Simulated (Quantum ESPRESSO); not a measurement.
# Grüneisen parameters and expansion of BAs (F-43m), part 3 of 9

Wanted: mode Grüneisen parameters of BAs and a free-energy fit over volumes.

Measurements to reproduce:
- volume expansion coefficient 11.55 1e-6/K near room temperature (given in “Basic Physical Properties of Cubic Boron Arsenide (three times its linear coefficient)”, 2019, arxiv:1911.11281)
- volume expansion coefficient 10.8 1e-6/K near room temperature (given in “Thermal expansion coefficients of high thermal conducting BAs and BP materials (three times its linear coefficient)”, 2019, arxiv:1906.04101)

Quantum ESPRESSO 7.5; DFT PBE+D3(BJ), scalar-relativistic, plane waves, GBRV ultrasoft pseudopotentials.

So far. Step 2 (Probe on a coarse mesh): The start is under -0.12 GPa at this level and looks like an insulator or semiconductor on this mesh. Step 3 (Relaxation): After the last step pw.x solved the final cell once more on a basis chosen for it, which moves the energy without moving the atoms.

## (4) Self-consistent run

A tight ground state at this cell gives the energy of this member; its pressure is the stress at this cutoff, which can carry an offset from the finite basis.

The input, scf.in:

```
&CONTROL
  calculation = 'scf'
  prefix      = 'x'
  outdir      = './tmp'
  pseudo_dir  = './pseudo'
  tprnfor     = .true.
  tstress     = .true.
/
&SYSTEM
  ibrav           = 0
  nat             = 2
  ntyp            = 2
  ecutwfc         = 40.0
  ecutrho         = 240.0
  occupations     = 'fixed'
  nbnd            = 6
  vdw_corr        = 'grimme-d3'
  dftd3_version   = 4
  dftd3_threebody = .false.
/
&ELECTRONS
  conv_thr         = 1.0d-12
  mixing_beta      = 0.7
  electron_maxstep = 100
/
ATOMIC_SPECIES
 B      10.8100  B.upf
 As     74.9216  As.upf
CELL_PARAMETERS angstrom
     0.000000000    2.387545871    2.387545871
     2.387545871    0.000000000    2.387545871
     2.387545871    2.387545871    0.000000000
ATOMIC_POSITIONS crystal
 B      0.000000000   0.000000000   0.000000000
 As     0.250000000   0.250000000   0.250000000
K_POINTS automatic
 12 12 12 0 0 0
```

Started as:

```
OMP_NUM_THREADS=1 mpirun -n 8 pw.x -nk 8 -in scf.in > scf.out
```

Log:

```text
[banner, memory and clock lines left out]
Program PWSCF v.7.5

     Message from routine setup:
     using ibrav=0 with symmetry is DISCOURAGED, use correct ibrav instead

     G-vector sticks info

     bravais-lattice index     =            0
     lattice parameter (alat)  =       6.3807  a.u.
     unit-cell volume          =     183.6884 (a.u.)^3
     number of atoms/cell      =            2
     number of atomic types    =            2
     number of electrons       =         8.00
     number of Kohn-Sham states=            6
     kinetic-energy cutoff     =      40.0000  Ry
     charge density cutoff     =     240.0000  Ry
     scf convergence threshold =      1.0E-12
     mixing beta               =       0.7000
     number of iterations used =            8  plain     mixing
     Exchange-correlation= SLA  PW   PBE  PBE
                           (   1   4   3   4   0   0   0)

     celldm(1)=   6.380660  celldm(2)=   0.000000  celldm(3)=   0.000000
     celldm(4)=   0.000000  celldm(5)=   0.000000  celldm(6)=   0.000000

     crystal axes: (cart. coord. in units of alat)
               a(1) = (   0.000000   0.707107   0.707107 )
               a(2) = (   0.707107   0.000000   0.707107 )
               a(3) = (   0.707107   0.707107   0.000000 )

     reciprocal axes: (cart. coord. in units 2 pi/alat)
               b(1) = ( -0.707107  0.707107  0.707107 )
               b(2) = (  0.707107 -0.707107  0.707107 )
               b(3) = (  0.707107  0.707107 -0.707107 )

     PseudoPot. # 1 for B  read from file:
     ./pseudo/B.upf
     Pseudo is Ultrasoft + core correction, Zval =  3.0
     Using radial grid of  781 points,  4 beta functions with:
                l(1) =   0
                l(2) =   0
                l(3) =   1
                l(4) =   1
     Q(r) pseudized with  8 coefficients,  rinner =    1.100   1.100   1.100

     PseudoPot. # 2 for As read from file:
     ./pseudo/As.upf
     Pseudo is Ultrasoft + core correction, Zval =  5.0
     Using radial grid of  875 points,  6 beta functions with:
                l(1) =   0
                l(2) =   0
                l(3) =   1
                l(4) =   1
                l(5) =   2
                l(6) =   2
     Q(r) pseudized with  8 coefficients,  rinner =    1.300   1.300   1.300
                                                       1.300   1.300

     atomic species   valence    mass     pseudopotential
     B                 3.00    10.81000     B ( 1.00)
     As                5.00    74.92160     As( 1.00)

     24 Sym. Ops. (no inversion) found

   Cartesian axes

     site n.     atom                  positions (alat units)
         1        B      tau(   1) = (   0.0000000   0.0000000   0.0000000  )
         2        As     tau(   2) = (   0.3535534   0.3535534   0.3535534  )

     DFT-D3 Dispersion Correction (no 3-body):
       Reference C6 values for interpolation:

         atom   Coordination number   C6
         B          0.000           214.36
         B          0.971           150.74
         B          1.944           106.23
         B          2.913            62.89
         B          4.586            56.06
         As         0.000           525.90
         As         0.989           508.38
         As         1.979           482.50
         As         2.971           448.57

       Values used:

         atom   Coordination number  R0_AB[au]  C6      C8
         B          3.990            3.039     56.32   2243.98
         As         6.252            3.461    448.57  34550.01

         Molecular C6 ( Ry / a.u.^6 ) =       820.62

     number of k points=    72
                       cart. coord. in units 2pi/alat
        k(    1) = (   0.0000000   0.0000000   0.0000000), wk =   0.0011574
        k(    2) = (   0.0589256   0.0589256  -0.0589256), wk =   0.0092593
        k(    3) = (   0.1178511   0.1178511  -0.1178511), wk =   0.0092593
        k(    4) = (   0.1767767   0.1767767  -0.1767767), wk =   0.0092593
        k(    5) = (   0.2357023   0.2357023  -0.2357023), wk =   0.0092593
        k(    6) = (   0.2946278   0.2946278  -0.2946278), wk =   0.0092593
        k(    7) = (  -0.3535534  -0.3535534   0.3535534), wk =   0.0046296
        k(    8) = (   0.1178511   0.0000000  -0.0000000), wk =   0.0069444
        k(    9) = (   0.1767767   0.0589256  -0.0589256), wk =   0.0277778
        k(   10) = (   0.2357023   0.1178511  -0.1178511), wk =   0.0277778
        k(   11) = (   0.2946278   0.1767767  -0.1767767), wk =   0.0277778
        k(   12) = (   0.3535534   0.2357023  -0.2357023), wk =   0.0277778
        k(   13) = (  -0.2946278  -0.4124790   0.4124790), wk =   0.0277778
        k(   14) = (  -0.2357023  -0.3535534   0.3535534), wk =   0.0277778
        k(   15) = (  -0.1767767  -0.2946278   0.2946278), wk =   0.0277778
        k(   16) = (  -0.1178511  -0.2357023   0.2357023), wk =   0.0277778
[...]
k(   65) = (  -0.2357023  -0.4714045   0.7071068), wk =   0.0277778
        k(   66) = (  -0.1767767  -0.4124790   0.6481812), wk =   0.0555556
        k(   67) = (  -0.1178511  -0.3535534   0.5892557), wk =   0.0277778
        k(   68) = (  -0.1178511  -0.4714045   0.7071068), wk =   0.0277778
        k(   69) = (  -0.0589256  -0.4124790   0.6481812), wk =   0.0555556
        k(   70) = (   0.0000000  -0.3535534   0.5892557), wk =   0.0277778
        k(   71) = (  -0.7071068   0.2357023   0.0000000), wk =   0.0138889
        k(   72) = (  -0.7071068   0.3535534   0.0000000), wk =   0.0069444

     Dense  grid:    11575 G-vectors     FFT dimensions: (  32,  32,  32)

     Smooth grid:     6231 G-vectors     FFT dimensions: (  25,  25,  25)

     Initial potential from superposition of free atoms

     starting charge       7.9995, renormalised to       8.0000
     Starting wfcs are    8 randomized atomic wfcs

     per-process dynamical memory:    20.8 Mb

     Self-consistent Calculation

     iteration #  1     ecut=    40.00 Ry     beta= 0.70
     Davidson diagonalization with overlap
     ethr =  1.00E-02,  avg # of iterations =  2.6

     total energy              =     -46.67563946 Ry
     estimated scf accuracy    <       0.14334146 Ry

     iteration #  2     ecut=    40.00 Ry     beta= 0.70
     Davidson diagonalization with overlap
     ethr =  1.79E-03,  avg # of iterations =  2.1

     total energy              =     -46.70937461 Ry
     estimated scf accuracy    <       0.03227779 Ry

     iteration #  3     ecut=    40.00 Ry     beta= 0.70
     Davidson diagonalization with overlap
     ethr =  4.03E-04,  avg # of iterations =  1.4

     total energy              =     -46.71449739 Ry
[...]
total energy              =     -46.71505067 Ry
     estimated scf accuracy    <          1.5E-10 Ry

     iteration # 10     ecut=    40.00 Ry     beta= 0.70
     Davidson diagonalization with overlap
     ethr =  1.93E-12,  avg # of iterations =  5.2

     total energy              =     -46.71505067 Ry
     estimated scf accuracy    <          1.8E-10 Ry

     iteration # 11     ecut=    40.00 Ry     beta= 0.70
     Davidson diagonalization with overlap
     ethr =  1.93E-12,  avg # of iterations =  1.9

     total energy              =     -46.71505067 Ry
     estimated scf accuracy    <          1.3E-11 Ry

     iteration # 12     ecut=    40.00 Ry     beta= 0.70
     Davidson diagonalization with overlap
     ethr =  1.61E-13,  avg # of iterations =  3.6

     End of self-consistent calculation

          k = 0.0000 0.0000 0.0000 (   749 PWs)   bands (ev):

    -6.7443   8.6640   8.6640   8.6640  11.9653  11.9653

          k = 0.0589 0.0589-0.0589 (   791 PWs)   bands (ev):

    -6.6300   7.6261   8.4457   8.4457  12.1188  12.2544

          k = 0.1179 0.1179-0.1179 (   791 PWs)   bands (ev):

    -6.2911   5.7057   7.9839   7.9839  12.0016  12.8561

          k = 0.1768 0.1768-0.1768 (   790 PWs)   bands (ev):

    -5.7422   3.7233   7.5180   7.5180  11.7670  13.3449

          k = 0.2357 0.2357-0.2357 (   769 PWs)   bands (ev):

    -5.0244   1.9199   7.1528   7.1528  11.5627  13.5178

          k = 0.2946 0.2946-0.2946 (   778 PWs)   bands (ev):

    -4.2662   0.4922   6.9255   6.9255  11.4326  13.4947

          k =-0.3536-0.3536 0.3536 (   778 PWs)   bands (ev):

    -3.8712  -0.1285   6.8488   6.8488  11.3886  13.4637

          k = 0.1179 0.0000-0.0000 (   781 PWs)   bands (ev):

    -6.5918   7.9439   8.0407   8.0407  11.5844  12.7581

          k = 0.1768 0.0589-0.0589 (   793 PWs)   bands (ev):

    -6.3275   6.3223   7.5139   7.8672  11.6456  13.0194

          k = 0.2357 0.1179-0.1179 (   794 PWs)   bands (ev):

    -5.8472   4.3886   7.0527   7.4198  11.9556  13.0549

          k = 0.2946 0.1768-0.1768 (   790 PWs)   bands (ev):

    -5.1802   2.5414   6.7347   6.9276  11.9792  13.2236

          k = 0.3536 0.2357-0.2357 (   791 PWs)   bands (ev):

    -4.4131   0.9781   6.5125   6.5873  11.8896  13.3001

          k =-0.2946-0.4125 0.4125 (   786 PWs)   bands (ev):

    -3.8317   0.0286   6.2252   6.6152  11.8459  13.3603

          k =-0.2357-0.3536 0.3536 (   785 PWs)   bands (ev):

    -3.9719   0.2438   6.0926   6.8098  11.8828  13.5110

          k =-0.1768-0.2946 0.2946 (   786 PWs)   bands (ev):

    -4.6705   1.4575   6.1314   7.1515  11.9975  13.5719

          k =-0.1179-0.2357 0.2357 (   788 PWs)   bands (ev):

    -5.4210   3.1383   6.3511   7.6044  12.1718  13.2853

          k =-0.0589-0.1768 0.1768 (   797 PWs)   bands (ev):

[...]
k =-0.0000-0.1179 0.1179 (   793 PWs)   bands (ev):

[...]
k = 0.2357 0.0000-0.0000 (   793 PWs)   bands (ev):

[...]
k = 0.2946 0.0589-0.0589 (   793 PWs)   bands (ev):

[...]
k = 0.3536 0.1179-0.1179 (   795 PWs)   bands (ev):

[...]
k = 0.4125 0.1768-0.1768 (   789 PWs)   bands (ev):

[...]
k =-0.2357-0.4714 0.4714 (   792 PWs)   bands (ev):

[...]
k =-0.1768-0.4125 0.4125 (   780 PWs)   bands (ev):

[...]
k =-0.1179-0.3536 0.3536 (   781 PWs)   bands (ev):

[...]
k =-0.0589-0.2946 0.2946 (   792 PWs)   bands (ev):

[...]
k = 0.0000-0.2357 0.2357 (   791 PWs)   bands (ev):

[...]
k = 0.3536 0.0000 0.0000 (   817 PWs)   bands (ev):

[...]
k = 0.4125 0.0589-0.0589 (   791 PWs)   bands (ev):

[...]
k = 0.4714 0.1179-0.1179 (   785 PWs)   bands (ev):

[...]
k =-0.1768-0.5303 0.5303 (   781 PWs)   bands (ev):

[...]
k =-0.1179-0.4714 0.4714 (   787 PWs)   bands (ev):

[...]
k =-0.0589-0.4125 0.4125 (   785 PWs)   bands (ev):

[...]
k = 0.0000-0.3536 0.3536 (   792 PWs)   bands (ev):

[...]
k = 0.4714 0.0000-0.0000 (   797 PWs)   bands (ev):

[...]
k = 0.5303 0.0589-0.0589 (   781 PWs)   bands (ev):

[...]
k =-0.1179-0.5893 0.5893 (   779 PWs)   bands (ev):

[...]
k =-0.0589-0.5303 0.5303 (   777 PWs)   bands (ev):

[...]
k = 0.5893 0.0000-0.0000 (   785 PWs)   bands (ev):

[...]
k = 0.0000-0.5893 0.5893 (   776 PWs)   bands (ev):

[...]
k =-0.7071 0.0000 0.0000 (   790 PWs)   bands (ev):

[...]
k = 0.2357 0.1179 0.0000 (   790 PWs)   bands (ev):

[...]
k = 0.2946 0.1768-0.0589 (   790 PWs)   bands (ev):

[...]
k = 0.3536 0.2357-0.1179 (   792 PWs)   bands (ev):

[...]
k = 0.3536 0.1179 0.0000 (   790 PWs)   bands (ev):

[...]
k = 0.4125 0.1768-0.0589 (   786 PWs)   bands (ev):

[...]
k = 0.0000-0.2357 0.3536 (   788 PWs)   bands (ev):

[...]
k = 0.4714 0.1179-0.0000 (   793 PWs)   bands (ev):

[...]
k =-0.1179-0.5893 0.7071 (   783 PWs)   bands (ev):

[...]
k =-0.0589-0.5303 0.6482 (   776 PWs)   bands (ev):

[...]
k =-0.0000-0.4714 0.5893 (   780 PWs)   bands (ev):

[...]
k =-0.7071 0.1179-0.0000 (   776 PWs)   bands (ev):

[...]
k =-0.2357-0.4714 0.7071 (   781 PWs)   bands (ev):

[...]
k =-0.1768-0.4125 0.6482 (   779 PWs)   bands (ev):

[...]
k =-0.1179-0.3536 0.5893 (   780 PWs)   bands (ev):

[...]
k =-0.1179-0.4714 0.7071 (   774 PWs)   bands (ev):

    -2.9665   0.9639   3.4705   4.2750  12.3769  13.0844

          k =-0.0589-0.4125 0.6482 (   772 PWs)   bands (ev):

    -2.5679   0.6461   3.0144   4.0774  12.8537  14.4240

          k = 0.0000-0.3536 0.5893 (   773 PWs)   bands (ev):

    -2.7155   0.7828   2.8482   4.3862  13.1568  14.9904

          k =-0.7071 0.2357 0.0000 (   772 PWs)   bands (ev):

    -2.4340   0.4588   3.5103   3.7003  12.4621  12.6813

          k =-0.7071 0.3536 0.0000 (   772 PWs)   bands (ev):

    -2.3911   0.6012   3.1741   3.4599  13.9458  14.6660

     highest occupied, lowest unoccupied level (ev):     8.6640    9.8516

!    total energy              =     -46.71505067 Ry
     estimated scf accuracy    <          1.4E-13 Ry

     The total energy is the sum of the following terms:
     one-electron contribution =       6.63693983 Ry
     hartree contribution      =       1.25010346 Ry
     xc contribution           =     -34.61215701 Ry
     ewald contribution        =     -19.94138463 Ry
     DFT-D3 Dispersion         =      -0.04855232 Ry

     convergence has been achieved in  12 iterations

     Forces acting on atoms (cartesian axes, Ry/au):

     atom    1 type  1   force =     0.00000000    0.00000000    0.00000000
     atom    2 type  2   force =     0.00000000    0.00000000    0.00000000

     Total force =     0.000000     Total SCF correction =     0.000000

     Computing stress (Cartesian axis) and pressure

          total   stress  (Ry/bohr**3)                   (kbar)     P=        0.01
   0.00000005  -0.00000000   0.00000000            0.01       -0.00        0.00
  -0.00000000   0.00000005   0.00000000           -0.00        0.01        0.00
   0.00000000   0.00000000   0.00000005            0.00        0.00        0.01

     XML data file, charge density, pseudopotentials, collected wavefunctions
```

It took 1.9 s on 8 MPI ranks of Arm Neoverse V2, shared host.

This step gave:

- pressure: 0.001 GPa
- gap on the k-mesh: 1.188 eV

On a basis chosen for the relaxed cell the pressure is 0.001 GPa, small enough for phonons.

## (5) Ph1.000 field d3hess

The input, d3hess.in:

```
&INPUT
  prefix = 'x'
  outdir = './tmp'
  step   = 0.001
/
```

Started as:

```
d3hess.x -in d3hess.in > d3hess.out
```

Log:

```text
[banner, memory and clock lines left out]
Program d3hess v.7.5

     ./tmp/x.save/

     IMPORTANT: XC functional enforced from input :
     Exchange-correlation= PBE
                           (   1   4   3   4   0   0   0)
     Any further DFT definition will be discarded
     Please, verify this is what you really want

     G-vector sticks info

     Differentiation step:           0.001000000000
     DFT-D3 version:    4
     DFT-D3 threebody: F
     Using a general (and memory consuming) algorithm for any q

 |G(force)| =   9.9057796258380688E-003  supercell gradient
 |G(force)| =   1.0756389393046613E-008  supercell gradient for atoms in the unit cell
 |G(force)| =   1.0756389393046613E-008  unit cell gradient

     Number of images for CN:    8   8   8

     Number of images for VdW:   19  19  19

     DFT-D3 dispersion forces in the unit cell:
     atom    1 type  1   force =     0.00000000    0.00000000    0.00000000
     atom    2 type  2   force =    -0.00000000   -0.00000000   -0.00000000

     Number of cells replicated along each semiaxis:   19  19  19

     Number of cells used for Hessian allocations:   19  19  19
     Number of cells in the supercell (Hessian):     59319
     Number of atoms in the supercell (Hessian):    118638
     Hessian allocation dimensions:   2135484

     Three body terms in DFT-D3 disabled for Hessian calculation
     Displacement step:    1   1  -1

 |G(force)| =   1.1292181973779016E-002  supercell gradient
 |G(force)| =   4.1740373061908823E-007  supercell gradient for atoms in the unit cell
 |G(force)| =   4.1740373061908823E-007  unit cell gradient
     Displacement step:    1   1   1

 |G(force)| =   1.1292595180050574E-002  supercell gradient
 |G(force)| =   4.3130303953569499E-007  supercell gradient for atoms in the unit cell
 |G(force)| =   4.3130303953569499E-007  unit cell gradient
 |H(unit cell)| =   8.4153571904011176E-007
     Displacement step:    1   2  -1

 |G(force)| =   1.1292181973779089E-002  supercell gradient
 |G(force)| =   4.1740373061758728E-007  supercell gradient for atoms in the unit cell
 |G(force)| =   4.1740373061758728E-007  unit cell gradient
     Displacement step:    1   2   1

 |G(force)| =   1.1292595180050477E-002  supercell gradient
 |G(force)| =   4.3130303953491773E-007  supercell gradient for atoms in the unit cell
 |G(force)| =   4.3130303953491773E-007  unit cell gradient
 |H(unit cell)| =   8.4153571903910114E-007
     Displacement step:    1   3  -1

 |G(force)| =   1.1292181973779103E-002  supercell gradient
 |G(force)| =   4.1740373061924212E-007  supercell gradient for atoms in the unit cell
 |G(force)| =   4.1740373061924212E-007  unit cell gradient
     Displacement step:    1   3   1

 |G(force)| =   1.1292595180050435E-002  supercell gradient
 |G(force)| =   4.3130303953420390E-007  supercell gradient for atoms in the unit cell
 |G(force)| =   4.3130303953420390E-007  unit cell gradient
 |H(unit cell)| =   8.4153571904072406E-007
     Displacement step:    2   1  -1

 |G(force)| =   9.9065979296377640E-003  supercell gradient
 |G(force)| =   3.8683097138773601E-007  supercell gradient for atoms in the unit cell
 |G(force)| =   3.8683097138773601E-007  unit cell gradient
     Displacement step:    2   1   1

 |G(force)| =   9.9057025379216141E-003  supercell gradient
 |G(force)| =   3.7366895167067729E-007  supercell gradient for atoms in the unit cell
 |G(force)| =   3.7366895167067729E-007  unit cell gradient
 |H(unit cell)| =   7.5332888547969404E-007
     Displacement step:    2   2  -1

 |G(force)| =   9.9065979296377484E-003  supercell gradient
 |G(force)| =   3.8683097138948804E-007  supercell gradient for atoms in the unit cell
 |G(force)| =   3.8683097138948804E-007  unit cell gradient
     Displacement step:    2   2   1

 |G(force)| =   9.9057025379216714E-003  supercell gradient
 |G(force)| =   3.7366895167024213E-007  supercell gradient for atoms in the unit cell
 |G(force)| =   3.7366895167024213E-007  unit cell gradient
 |H(unit cell)| =   7.5332888548147112E-007
     Displacement step:    2   3  -1

 |G(force)| =   9.9065979296384457E-003  supercell gradient
 |G(force)| =   3.8683097138565776E-007  supercell gradient for atoms in the unit cell
 |G(force)| =   3.8683097138565776E-007  unit cell gradient
     Displacement step:    2   3   1

 |G(force)| =   9.9057025379218292E-003  supercell gradient
 |G(force)| =   3.7366895167093526E-007  supercell gradient for atoms in the unit cell
 |G(force)| =   3.7366895167093526E-007  unit cell gradient
 |H(unit cell)| =   7.5332888548278233E-007

     Writing Hessian on file: ./tmp/x.hess
```

Wall time 2 s (1 thread).

[end of part 3 of 9]

[Logs are printed without paths, hosts, clocks, repeated set-up lines and the standing remarks that a program may print on its own settings, such as how far it seeks lower states.]

[Hosts, paths, dates, database ids (printed as entryN), source tags and the programs' standing remarks are cut or masked in the printed files.]

[A step with changed settings may run another functional than the one named; its input shows which.]

[Of the runs on displaced cells, only some may be shown.]
